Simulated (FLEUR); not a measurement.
# Fe3Ge: which magnetic order is lowest

Aim: find out whether Fe3Ge carries moments, and which collinear order costs least.

Method: PBEsol; all-electron FLAPW, Dirac cores, scalar-relativistic bands, in FLEUR MaX-R8.1.

## 1. Set-up

Symmetry: P6_3/mmc, No. 194, hexagonal system. The conventional cell has a = 5.169 Å, b = 5.169 Å, c = 4.222 Å, α = 90.00°, β = 90.00°, γ = 120.00°. Nearest to Fe lie 8 Fe at 2.50 to 2.67 Å and 4 Ge at 2.58 to 2.61 Å. Ge has 12 Fe at 2.58 to 2.61 Å nearest. Farther neighbours are not listed.

Coordinates:

```cif
data_structure
_symmetry_space_group_name_H-M 'P 1'
_symmetry_Int_Tables_number 1
_cell_length_a 5.1690
_cell_length_b 5.1690
_cell_length_c 4.2220
_cell_angle_alpha 90.000
_cell_angle_beta 90.000
_cell_angle_gamma 120.000
_cell_volume 97.69
loop_
_atom_site_label
_atom_site_type_symbol
_atom_site_fract_x
_atom_site_fract_y
_atom_site_fract_z
_atom_site_occupancy
Fe1 Fe 0.83900 0.67800 0.25000 1
Fe2 Fe 0.16100 0.83900 0.75000 1
Fe3 Fe 0.32200 0.16100 0.25000 1
Fe4 Fe 0.16100 0.32200 0.75000 1
Fe5 Fe 0.83900 0.16100 0.25000 1
Fe6 Fe 0.67800 0.83900 0.75000 1
Ge7 Ge 0.33333 0.66667 0.25000 1
Ge8 Ge 0.66667 0.33333 0.75000 1
```

## 2. Run 1 (ferro ++++++)

The parallel start comes first: it shows whether parallel moments hold.

inpgen writes inp.xml from crystal.txt; cutoffs, mixing, functional, smearing and local orbitals are then set in the file. The k list default-1 (kpts.xml, not shown) is a Γ-centred 6×6×6 mesh; where the ranks do not divide the number of points, some are split in two of half the weight.

inp.xml reads:

```
<?xml version="1.0" encoding="UTF-8" standalone="no"?>
<fleurInput fleurInputVersion="0.39">
   <comment>
      Fe3Ge
   </comment>
   <calculationSetup>
      <cutoffs Kmax="3.6" Gmax="10.8" GmaxXC="10.8" numbands="0"/>
      <scfLoop itmax="90" minDistance="0.00002" maxIterBroyd="15" imix="Anderson" alpha="0.05" precondParam="0.0" spinf="2.0" sdNocoIR="T"/>
      <coreElectrons ctail="T" frcor="F" kcrel="0" coretail_lmax="0"/>
      <xcFunctional name="PBEs" relativisticCorrections="F"/>
      <magnetism jspins="2"/>
      <soc l_soc="F" theta="0.0" phi="0.0" spav="F"/>
      <expertModes spex="0" secvar="F"/>
      <geometryOptimization l_f="F" forcealpha="1.0" forcemix="BFGS" epsdisp="0.00001" epsforce="0.00001"/>
      <ldaU l_linMix="F" mixParam="0.05" spinf="1.0"/>
   </calculationSetup>
   <cell>
      <bzIntegration valenceElectrons="124.0" mode="hist" fermiSmearingEnergy="0.00183747">
         <kPointListSelection listName="default-1"/>
         <xi:include xmlns:xi="http://www.w3.org/2001/XInclude" href="kpts.xml"> </xi:include>
      </bzIntegration>
      <xi:include xmlns:xi="http://www.w3.org/2001/XInclude" href="sym.xml"> </xi:include>
      <bulkLattice scale="1.0">
         <bravaisMatrix>
            <row-1>    9.7679943380951926    -0.0000000000188973     0.0000000000000000</row-1>
            <row-2>   -4.8839971690475963     8.4593312408147323     0.0000000000000000</row-2>
            <row-3>    0.0000000000000000     0.0000000000000000     7.9784236980612002</row-3>
         </bravaisMatrix>
      </bulkLattice>
   </cell>
   <atomSpecies>
      <species name="Iron (Fe) 2.800" element="Fe" atomicNumber="26">
         <mtSphere radius="2.3" gridPoints="761" logIncrement="0.016"/>
         <atomicCutoffs lmax="8" lnonsphr="6"/>
         <electronConfig flipSpins="F">
            <coreConfig>(1s1/2) (2s1/2) (2p1/2) (2p3/2)</coreConfig>
            <valenceConfig>(3s1/2) (3p1/2) (3p3/2) (4s1/2) (3d3/2) (3d5/2)</valenceConfig>
            <stateOccupation state="(3d3/2)" spinUp="1.4" spinDown="1.0"/>
            <stateOccupation state="(3d5/2)" spinUp="3.0" spinDown="0.6"/>
         </electronConfig>
         <energyParameters s="4" p="4" d="3" f="4"/>
         <lo type="SCLO" l="0" n="3" eDeriv="0"/>
         <lo type="SCLO" l="1" n="3" eDeriv="0"/>
      </species>
      <species name="Germanium (Ge)" element="Ge" atomicNumber="32">
         <mtSphere radius="2.46" gridPoints="813" logIncrement="0.015"/>
         <atomicCutoffs lmax="10" lnonsphr="8"/>
         <electronConfig flipSpins="F">
            <coreConfig>(1s1/2) (2s1/2) (2p1/2) (2p3/2) (3s1/2) (3p1/2) (3p3/2)</coreConfig>
            <valenceConfig>(4s1/2) (3d3/2) (3d5/2) (4p1/2) (4p3/2)</valenceConfig>
            <stateOccupation state="(4p1/2)" spinUp="0.333333" spinDown="0.333333"/>
            <stateOccupation state="(4p3/2)" spinUp="0.666667" spinDown="0.666667"/>
         </electronConfig>
         <energyParameters s="4" p="4" d="3" f="4"/>
      </species>
   </atomSpecies>
   <atomGroups>
      <atomGroup species="Iron (Fe) 2.800">
         <relPos label="                   1">-.1610000000 -.3220000000 1.000/4.000</relPos>
         <relPos label="                   2">.1610000000 -.1610000000 -1.000/4.000</relPos>
         <relPos label="                   3">.3220000000 .1610000000 1.000/4.000</relPos>
         <relPos label="                   4">.1610000000 .3220000000 -1.000/4.000</relPos>
         <relPos label="                   5">-.1610000000 .1610000000 1.000/4.000</relPos>
         <relPos label="                   6">-.3220000000 -.1610000000 -1.000/4.000</relPos>
         <force calculate="T" relaxXYZ="TTT"/>
      </atomGroup>
      <atomGroup species="Germanium (Ge)">
         <relPos label="                   7">1.000/3.000 -1.000/3.000 1.000/4.000</relPos>
         <relPos label="                   8">-1.000/3.000 1.000/3.000 -1.000/4.000</relPos>
         <force calculate="T" relaxXYZ="TTT"/>
      </atomGroup>
   </atomGroups>
   <output dos="F" band="F" slice="F">
      <bandDOS minEnergy="-.5*Htr" maxEnergy="0.5*Htr" sigma="0.015" storeEVData="T"/>
      <plotting iplot="0" polar="F">
         <plot TwoD="T" vec1="  1.0  0.0  0.0" vec2="  0.0  1.0  0.0" vec3="  0.0  0.0  1.0" zero="  0.0  0.0  0.0" file="plot"/>
      </plotting>
      <moessbauerParams electricFieldGradient="F" isomerShift="F" coreHyperfine="F" valenceHyperfine="F"/>
   </output>
</fleurInput>
```

crystal.txt reads:

```
Fe3Ge
&input film=F cartesian=F /
5.16900000002  -0.00000000001  0.00000000000
-2.58450000001  4.47648531218  0.00000000000
0.00000000000  0.00000000000  4.22200000000
1.8897261246
1.0 1.0 1.0

8
26 0.83900000000  0.67800000000  0.25000000000 : 2.800
26 0.16100000000  0.83900000000  0.75000000000 : 2.800
26 0.32200000000  0.16100000000  0.25000000000 : 2.800
26 0.16100000000  0.32200000000  0.75000000000 : 2.800
26 0.83900000000  0.16100000000  0.25000000000 : 2.800
26 0.67800000000  0.83900000000  0.75000000000 : 2.800
32 0.33333333333  0.66666666667  0.25000000000
32 0.66666666667  0.33333333333  0.75000000000

&kpt div1=6 div2=6 div3=6 gamma=T /
```

On the command line:

```sh
OMP_NUM_THREADS=1 inpgen -f crystal.txt > inpgen.log  # inp.xml is then edited as shown
OMP_NUM_THREADS=1 mpirun -n 4 fleur_MPI > fleur.log
```

Output:

```text
Welcome to FLEUR        (www.flapw.de)
      MaX-Release 8.1          (www.max-centre.eu)

 ========== k-point set info ==========
 Selected k-point list: default-1
 k-point list type: mesh
 6 x 6 x 6
 Number of k points: 28

 ------------Calculation Setup---------------------------
 Number of MPI-tasks      :            4
 Number of PE/node        :            4
 Number of OMP-threads    :            1
 k-points in parallel     :            4
 pe's per k-point         :            1
 No of k-point loops      :            7
 Eigenvalue solver        :       lapack
 Number of basis functions:          577
 Approximate size of matrices (H+S) per k-point:         0.005 GB
 --------------------------------------------------------
 Iteration:     1   Distance:      11.51763311 me/bohr^3
 Iteration:     2   Distance:      11.05389261 me/bohr^3
 Iteration:     3   Distance:       8.26530136 me/bohr^3
 Iteration:     4   Distance:       4.50783610 me/bohr^3
 Iteration:     5   Distance:       3.96203781 me/bohr^3
 Iteration:     6   Distance:       1.14237883 me/bohr^3
 Iteration:     7   Distance:       0.88718656 me/bohr^3
 Iteration:     8   Distance:       0.60831283 me/bohr^3
 Iteration:     9   Distance:       0.37074782 me/bohr^3
 Iteration:    10   Distance:       0.11919981 me/bohr^3
 Iteration:    11   Distance:       0.06230526 me/bohr^3
 Iteration:    12   Distance:       0.06030173 me/bohr^3
 Iteration:    13   Distance:       0.01421194 me/bohr^3
 Iteration:    14   Distance:       0.00962516 me/bohr^3
 Iteration:    15   Distance:       0.00317163 me/bohr^3
 Iteration:    16   Distance:       0.00292647 me/bohr^3
 Iteration:    17   Distance:       0.00145608 me/bohr^3
 Iteration:    18   Distance:       0.00069053 me/bohr^3
 Iteration:    19   Distance:       0.00041103 me/bohr^3
 Iteration:    20   Distance:       0.00010404 me/bohr^3
 Iteration:    21   Distance:       0.00011704 me/bohr^3
 Iteration:    22   Distance:       0.00004348 me/bohr^3
 Iteration:    23   Distance:       0.00001225 me/bohr^3

 ********************************************************************
 Run finished successfully
 Stop message:
   all done
 ********************************************************************

--- out.xml (last complete iteration) ---
<iteration numberForCurrentRun="   23" overallNumber="   23">
         <energyParameters units="Htr">
            <atomicEP atomType="1" spin="1" branch="4s" branchLowest="-2.84" branchHighest="1.88" value="0.2097132821"/>
            <atomicEP atomType="1" spin="1" branch="4p" branchLowest="-1.59" branchHighest="2.45" value="0.3415697772"/>
            <atomicEP atomType="1" spin="1" branch="3d" branchLowest="-9.99" branchHighest="0.43" value="0.2904484761"/>
            <atomicEP atomType="1" spin="1" branch="4f" branchLowest="-9.99" branchHighest="3.52" value="0.6540412562"/>
            <loAtomicEP atomType="1" spin="1" branch="3s" branchLowest="-29.47" branchHighest="-2.84" value="-2.8488138190"/>
            <loAtomicEP atomType="1" spin="1" branch="3p" branchLowest="-25.02" branchHighest="-1.59" value="-1.6070299490"/>
            <atomicEP atomType="2" spin="1" branch="4s" branchLowest="-5.64" branchHighest="0.69" value="0.0283289914"/>
            <atomicEP atomType="2" spin="1" branch="4p" branchLowest="-3.70" branchHighest="1.28" value="0.2594705024"/>
            <atomicEP atomType="2" spin="1" branch="3d" branchLowest="-9.99" branchHighest="-0.52" value="-0.5289556480"/>
            <atomicEP atomType="2" spin="1" branch="4f" branchLowest="-9.99" branchHighest="3.08" value="0.6318197825"/>
            <atomicEP atomType="1" spin="2" branch="4s" branchLowest="-2.75" branchHighest="1.94" value="0.2158972386"/>
            <atomicEP atomType="1" spin="2" branch="4p" branchLowest="-1.49" branchHighest="2.52" value="0.3432868306"/>
            <atomicEP atomType="1" spin="2" branch="3d" branchLowest="-9.99" branchHighest="0.52" value="0.3549038595"/>
            <atomicEP atomType="1" spin="2" branch="4f" branchLowest="-9.99" branchHighest="3.58" value="0.6523629191"/>
            <loAtomicEP atomType="1" spin="2" branch="3s" branchLowest="-29.42" branchHighest="-2.75" value="-2.7557553655"/>
            <loAtomicEP atomType="1" spin="2" branch="3p" branchLowest="-24.98" branchHighest="-1.49" value="-1.5162354064"/>
            <atomicEP atomType="2" spin="2" branch="4s" branchLowest="-5.64" branchHighest="0.68" value="0.0180818088"/>
            <atomicEP atomType="2" spin="2" branch="4p" branchLowest="-3.70" branchHighest="1.28" value="0.2480094664"/>
            <atomicEP atomType="2" spin="2" branch="3d" branchLowest="-9.99" branchHighest="-0.52" value="-0.5298785080"/>
            <atomicEP atomType="2" spin="2" branch="4f" branchLowest="-9.99" branchHighest="3.07" value="0.6198882880"/>
         </energyParameters>
         <bandgap value="0.0179754159" units="eV"/>
         <sumValenceSingleParticleEnergies value="-85.6356516342" units="Htr"/>
         <FermiEnergy value="0.3839125619" units="Htr"/>
         <valenceDensity>
            <mtCharges spin="1">
               <mtCharge atomType="1" total="8.5857378" s="1.1795691" p="3.1822963" d="4.2075932" f="0.0128589"/>
               <mtCharge atomType="2" total="6.3783980" s="0.5986463" p="0.7098235" d="5.0366399" f="0.0247945"/>
            </mtCharges>
            <mtCharges spin="2">
               <mtCharge atomType="1" total="6.3533017" s="1.1778691" p="3.1854290" d="1.9762332" f="0.0114831"/>
               <mtCharge atomType="2" total="6.5137937" s="0.6023255" p="0.8618850" d="5.0254028" f="0.0187925"/>
            </mtCharges>
            <spinDependentCharge spin="1" total="68.5114109" interstitial="4.2401882" mtSpheres="64.2712227"/>
            <spinDependentCharge spin="2" total="55.4885891" interstitial="4.3411916" mtSpheres="51.1473974"/>
            <totalCharge value="124.0000000000"/>
         </valenceDensity>
         <coreStates atomType="     1" atomicNumber=" 26" spin="1" kinEnergy="    573.9176427196" eigValSum="   -360.7768599949" lostElectrons=" 0.000000">
            <state n="1" l="0" j="0.5" energy="-256.2485725269" weight="1.0000000000"/>
            <state n="2" l="0" j="0.5" energy="-29.4651908335" weight="1.0000000000"/>
            <state n="2" l="1" j="0.5" energy="-25.3260528828" weight="1.0000000000"/>
            <state n="2" l="1" j="1.5" energy="-24.8685218758" weight="2.0000000000"/>
         </coreStates>
         <coreStates atomType="     1" atomicNumber=" 26" spin="2" kinEnergy="    574.3543107025" eigValSum="   -360.6359969982" lostElectrons=" 0.000000">
            <state n="1" l="0" j="0.5" energy="-256.2486364653" weight="1.0000000000"/>
            <state n="2" l="0" j="0.5" energy="-29.4222208984" weight="1.0000000000"/>
            <state n="2" l="1" j="0.5" energy="-25.2940220558" weight="1.0000000000"/>
            <state n="2" l="1" j="1.5" energy="-24.8355587893" weight="2.0000000000"/>
         </coreStates>
         <coreStates atomType="     2" atomicNumber=" 32" spin="1" kinEnergy="    992.2144006052" eigValSum="   -598.8082247314" lostElectrons=" 0.000123">
            <state n="1" l="0" j="0.5" energy="-401.8190839134" weight="1.0000000000"/>
            <state n="2" l="0" j="0.5" energy="-49.8112623153" weight="1.0000000000"/>
            <state n="2" l="1" j="0.5" energy="-44.2586909936" weight="1.0000000000"/>
            <state n="2" l="1" j="1.5" energy="-43.0889189148" weight="2.0000000000"/>
            <state n="3" l="0" j="0.5" energy="-5.6362698153" weight="1.0000000000"/>
            <state n="3" l="1" j="0.5" energy="-3.8065478596" weight="1.0000000000"/>
            <state n="3" l="1" j="1.5" energy="-3.6492660022" weight="2.0000000000"/>
         </coreStates>
         <coreStates atomType="     2" atomicNumber=" 32" spin="2" kinEnergy="    992.2106034440" eigValSum="   -598.8106797819" lostElectrons=" 0.000124">
            <state n="1" l="0" j="0.5" energy="-401.8194570542" weight="1.0000000000"/>
            <state n="2" l="0" j="0.5" energy="-49.8113070587" weight="1.0000000000"/>
            <state n="2" l="1" j="0.5" energy="-44.2589267856" weight="1.0000000000"/>
            <state n="2" l="1" j="1.5" energy="-43.0891418268" weight="2.0000000000"/>
            <state n="3" l="0" j="0.5" energy="-5.6365434945" weight="1.0000000000"/>
            <state n="3" l="1" j="0.5" energy="-3.8068999874" weight="1.0000000000"/>
            <state n="3" l="1" j="1.5" energy="-3.6496308740" weight="2.0000000000"/>
         </coreStates>
         <allElectronCharges>
            <spinDependentCharge spin="1" total="116.5114109" interstitial="4.2404178" mtSpheres="112.2709931"/>
            <spinDependentCharge spin="2" total="103.4885891" interstitial="4.3414237" mtSpheres="99.1471653"/>
            <totalCharge value="219.9999999813"/>
         </allElectronCharges>
         <magneticMomentsInMTSpheres units="muBohr">
            <globalMagMoment atomType="1" vec="0.00000   0.00000   2.23244"/>
            <localMagMoment atomType="1" vec="0.00000   0.00000   2.23244"/>
            <globalMagMoment atomType="2" vec="0.00000   0.00000  -0.13539"/>
            <localMagMoment atomType="2" vec="0.00000   0.00000  -0.13539"/>
         </magneticMomentsInMTSpheres>
         <moessbauerParams unitsHFF="kG" unitsIS="e/bohr^3" unitsEFG="Htr/bohr^2">
         </moessbauerParams>
         <totalEnergy value="   -11824.9736666528" units="Htr">
            <sumOfEigenvalues value="    -6809.3506026191">
               <coreElectrons value="-6723.7149509849"/>
               <valenceElectrons value="-85.6356516342"/>
            </sumOfEigenvalues>
            <densityCoulombPotentialIntegral value="-18189.9856221470"/>
            <densityEffectivePotentialIntegral value="-18825.7137051694"/>
            <chargeDenXCDenIntegral value="-485.1448580401"/>
            <FockExchangeEnergyValence value="0.0000000000"/>
            <FockExchangeEnergyCore value="0.0000000000"/>
            <atomTypeDependentContributions atomType="1">
               <electronNucleiInteractionDifferentMTs value="9118.1347484905"/>
               <MadelungTerm value="-62.4877743847"/>
            </atomTypeDependentContributions>
            <atomTypeDependentContributions atomType="2">
               <electronNucleiInteractionDifferentMTs value="5055.6772609813"/>
               <MadelungTerm value="-24.8993162331"/>
            </atomTypeDependentContributions>
            <tkbTimesEntropy value="0.0014012634"/>
            <freeEnergy value="-11824.9750679162"/>
            <extrapolationTo0K value="-11824.9743672845"/>
         </totalEnergy>
         <densityConvergence units="me/bohr^3">
            <chargeDensity spin="1" distance="0.0000073317"/>
            <chargeDensity spin="2" distance="0.0000078067"/>
            <overallChargeDensity distance="0.0000122546"/>
            <spinDensity distance="0.0000089007"/>
         </densityConvergence>
      </iteration>
```

Wall time 74 s (4 MPI ranks of Arm Neoverse V1, shared host); peak memory 0.3 GiB; 4.9 min of CPU time.

Spin moment in the muffin-tin sphere by atom:

```csv
atom,spin moment in the muffin-tin sphere (μB)
Fe1,2.23
Fe2,2.23
Fe3,2.23
Fe4,2.23
Fe5,2.23
Fe6,2.23
Ge7,-0.14
Ge8,-0.14
```

This step gave:

```yaml
free_energy: -321773.9639 eV
program_s_band_gap_on_this_mesh_in_a_metal_only_a_level_spacing: 0.01798 eV
magnetization: 13.02 μB
final_state: ferromagnetic, with opposed induced moments
```

After 23 cycles the largest moment stands at 2.23 μB.

[end of part 1 of 2]

[Logs and program files are shortened in this print: banners, set-up blocks, solver, clock and traceback lines can be left out without a mark of their own.]

[Logs are printed without paths, hosts, clocks, repeated set-up lines and the standing remarks that a program may print on its own settings, such as how far it seeks lower states.]

[Hosts, paths, dates, database ids (printed as entryN), source tags and the programs' standing remarks are cut or masked in the printed files.]

[Where a cell is said to come from a database of computed structures, the database is the Materials Project.]
